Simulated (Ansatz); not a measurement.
# Au wire along [110], 14 atoms a period: bands along the axis, part 2 of 2

What gap, if any, does the Au wire along [110], 14 atoms a period have, and how many channels would it open?

Ansatz 0.2.0; DFT PBE, plane waves, PAW; relaxation of a wire's period; PAW set soft_1 (the session's first sound run).

So far: Starting point; The relaxed wire.

## 2. The relaxed wire (continued)

Step by step:

```
step  energy less that of the first step (eV)  largest force component (eV/Å)  pressure (GPa)  volume (Å³)
   1                                   0.0000                          0.5419           -2.15       694.94
   2                                  -0.3839                          0.4387            1.83       661.25
   3                                  -0.6029                          0.1309            0.05       664.52
   4                                  -0.6659                          0.0430           -0.05       657.10
   5                                  -0.6699                          0.0264           -0.02       656.05
  6*                                  -0.6648                          0.0264           -0.02       656.05
```

Relaxation steps marked * repeat the geometry before them on a plane-wave basis chosen anew for their cell, so energy and pressure can jump there.

Forces are held to the 8 operations that the run works with; a distortion that breaks them can't arise in this run.

```
cell as run  before  after  change
      c (Å)   2.942  2.777  -5.6 %
```

The atoms that moved most (Å, along periodic axes as changes of fractional coordinates times the final cell, across vacuum about the mean position):

```
atom      dx      dy     dz  length
Au14   0.142  -0.269  0.000   0.304
Au13  -0.142  -0.269  0.000   0.304
 Au3   0.142   0.269  0.000   0.304
 Au1  -0.142   0.269  0.000   0.304
Au12  -0.107   0.052  0.000   0.119
 Au6   0.107   0.052  0.000   0.119
Au11  -0.107  -0.052  0.000   0.119
 Au5   0.107  -0.052  0.000   0.119
```

This step gave:

| Property | Result |
| --- | --- |
| energy at zero smearing | -184111.9583 eV |
| cell length along the wire | 2.777 Å |

The cell's length comes to 2.777 Å with spin left out.

## 3. Bands of the perfect wire

This step: DFT PBE, plane waves, PAW; bands of a perfect wire; PAW set soft_1 (Ansatz 0.2.0).

At the relaxed period the bands are computed along the axis; those that cross an energy going forward count the channels that a perfect wire would open there.

File input.yaml:

```yaml
crystal:
  lattice:
    - [15.12, 0.0, 0.0]
    - [0.0, 15.625, 0.0]
    - [0.0, 0.0, 2.7769380084]
  atoms:
    - { symbol: Au, position: [0.353043952, 0.705470537, 0.0] }
    - { symbol: Au, position: [0.363912426, 0.5, 0.0] }
    - { symbol: Au, position: [0.646956048, 0.705470537, 0.0] }
    - { symbol: Au, position: [0.636087574, 0.5, 0.0] }
    - { symbol: Au, position: [0.231943213, 0.40254295, 0.5] }
    - { symbol: Au, position: [0.231943213, 0.59745705, 0.5] }
    - { symbol: Au, position: [0.5, 0.224914937, 0.5] }
    - { symbol: Au, position: [0.5, 0.405569602, 0.5] }
    - { symbol: Au, position: [0.5, 0.594430398, 0.5] }
    - { symbol: Au, position: [0.5, 0.775085063, 0.5] }
    - { symbol: Au, position: [0.768056787, 0.40254295, 0.5] }
    - { symbol: Au, position: [0.768056787, 0.59745705, 0.5] }
    - { symbol: Au, position: [0.353043952, 0.294529463, 0.0] }
    - { symbol: Au, position: [0.646956048, 0.294529463, 0.0] }
kpoints:
  mp_grid: { grid: [1, 1, 29] }
  band_path: { path: ["Γ", Z], npoints: 90 }
scf:
  occupations: { method: fermi_dirac, width: 0.05 }
hamiltonian:
  xc: pbe
  pseudopotentials: { kind: paw, azcp: { folder: soft_1 } }
output:
  dos: { e_range: [-5, 4] }
  write_potential: true
  write_density: true
  volumetric_format: npy
```

Started as:

```bash
$ ansatz run input.yaml --threads 4 --pin off --max-ram 16384MiB --backend cpu --events-out ev --progress --plain --runs-dir out
```

Numbers of over 12 decimals in the logs are rounded to 6 here.

Output:

```text
[...]
Crystal: 14 atoms, lattice volume = 656.052 Å³
Basis set: ecut = 420 eV, 12895 PW (Γ)
Bands: 160, of which v1, the nominal top of the filled ones, is band 133 counted from 1 (132 counted from 0)
Symmetry: 8 space group operations
[...]
k-points: 15 of 29
[...]
SCF iter   1: F=—  HF=-184115.076554 eV  |F-HF|=—  |Δ(HF+E_count)|=         —  Δρ=3.85e-2  dr2=1.15e1  ethr=3.10e-3  ⟨swp⟩=6.5  Hψ=9181  notcnv=0  defer=91
[...]
SCF iter  10: F=-184111.974154 eV  HF=-184111.974154 eV  |F-HF|=5.06e-9  |Δ(HF+E_count)|=   9.83e-8  Δρ=1.56e-6  dr2=1.93e-8  ethr=3.76e-11  ⟨swp⟩=4.8  Hψ=5702  notcnv=0
SCF 1 converged in 10 iterations: F = -184111.974154 eV  dr2 = 1.93e-8
[...]
NSCF: frozen V_eff on 91 k-points
WARN: The output density's exchange-correlation potential varies sharply where the density is thin. Do not read a vacuum level from v_tot or v_xc, or from such a field of the output density. On a cell that repeats whose density bears no net charge and no dipole along the vacuum's axis use v_es (v_loc + v_h of the components); under efield.dipole_correction with no amplitude use v_es + v_field, which holds any externa [...]
SCF converged after 10 iterations
Free energy (F): -184111.974154 eV
[...]
Internal energy: -184111.932644 eV  (E = F + TS)
E sigma→0 (E₀):  -184111.953399 eV
Entropy (-TS):   -0.041510 eV (-2.965 meV/atom)
Fermi energy:    4.044461 eV
[...]
--- Band table (eV; the first three rows and the last of 15) ---
  k-point 0: bands = [... 129 lower, 2.4724, 2.4879, 2.5223, 2.7378, 2.7895, 3.3932, 3.6510, 3.6862, ... 23 higher]
  k-point 1: bands = [... 129 lower, 2.4475, 2.4730, 2.5999, 2.7025, 2.7258, 3.4408, 3.7282, 3.7342, ... 23 higher]
  k-point 2: bands = [... 129 lower, 2.4196, 2.4534, 2.5972, 2.7049, 2.7170, 3.5690, 3.8427, 3.9294, ... 23 higher]
  k-point 14: bands = [... 129 lower, 5.1266, 5.4614, 5.6812, 5.8903, 5.9772, 5.9960, 6.4999, 6.8285, ... 23 higher]
```

Run time: 2.5 min. Hardware: 4 threads of Arm Neoverse V2, shared host; peak memory 4.8 GiB.

Numbers from this step:

```yaml
energy_at_zero_smearing: -184111.9534 eV
band_gap: 0 eV
```

Electronic bands along the path, in eV, zero at the Fermi level; # counts the bands kept:

```
  point    #62    #63    #64    #65    #66    #67    #68    #69
      Γ  -1.56  -1.52  -1.31  -1.25  -0.65  -0.39  -0.36  -0.22
halfway  -1.26  -1.12  -0.42  -0.02   0.74   0.87   1.30   1.51
      Z   1.40   1.44   1.57   1.98   2.20   2.54   2.64   2.66
```

Between Γ and Z the bands cross the Fermi level 12 times, so a perfect wire would conduct at least 12 G₀, with spin left out.

## 4. Results

| Property | Result |
| --- | --- |
| cell length, PBE | 2.777 Å |
| ballistic conductance by band crossings, a lower bound, PBE | 12 G₀ |

Under PBE the cell's length is 2.78 Å, and the bands cross the Fermi level 12 times between Γ and Z, which gives a perfect wire at least 12 G₀ (opposite crossings within one step of the path cancel in such a count). Spin-orbit coupling is left out, which matters for the bands of heavy atoms.

[Logs are printed without paths, hosts, clocks, repeated set-up lines and the standing remarks that a program may print on its own settings, such as how far it seeks lower states.]

[Hosts, paths, dates, database ids (printed as entryN), source tags and the programs' standing remarks are cut or masked in the printed files.]
